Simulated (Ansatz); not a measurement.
Consider P (puckered monolayer).

The cell holds 4 atoms: 4 P. Its edges and angles: a = 4.444 Å, b = 3.283 Å, c = 27.400 Å, α = 90.0°, β = 90.0°, γ = 90.0°. Vacuum lies along c.

```
P
1.0
     4.44437    0.00000    0.00000
     0.00000    3.28270    0.00000
     0.00000    0.00000   27.40000
P
4
Direct
  0.08287 0.00000 0.53856
  0.41713 0.50000 0.53856
  0.58287 0.50000 0.46144
  0.91713 0.00000 0.46144
```

The structure was relaxed with PBEsol. The runs that relaxed it are not among those shown. PAW set soft_2, made with PBE.

Gaps computed with Ansatz 0.2.0 without a self-energy: HSE06 1.43 eV, r2SCAN 0.92 eV and PBE0 2.11 eV.

**Question.** What gap should G0W0 on HSE06 give (6×8×1 mesh, 486 empty bands, screening to 66 eV, default PAW files)?

About 2.06 eV: on its mesh the run moves the gap from 1.41 eV by +0.65 eV. Among the scalar-relativistic levels given, PBE0 is nearest (+0.05 eV). Bands and cutoff are finite, so the gap stands short of the basis limit, usually by up to a few tenths of an eV; the mesh is an error of its own.

[Long decimals in the printed logs are rounded to 6 places.]

[Logs are printed without paths, hosts, clocks, repeated set-up lines and the standing remarks that a program may print on its own settings, such as how far it seeks lower states.]

[Paths, hosts, dates, memory and timing lines, banners, echoed tables and standing remarks are left out of the program output; an Ansatz launch command may be rebuilt from the run's recorded settings. Measured values are a selection of at most five: reports struck by readers or far from the other reports are left out. None is set beside runs whose start may be inverted or whose files or cutoffs have a known fault.]

[Runs of the session that timed out or met a known fault of the program may be left out.]

[Cells called generated may have been cut or substituted from an entry of the Crystallography Open Database or the Materials Project.]

[Hosts, paths, dates, database ids (printed as entryN), source tags and the programs' standing remarks are cut or masked in the printed files.]

[Where the starting crystal was built by hand or by swapping elements, it need not be the compound's stable phase.]
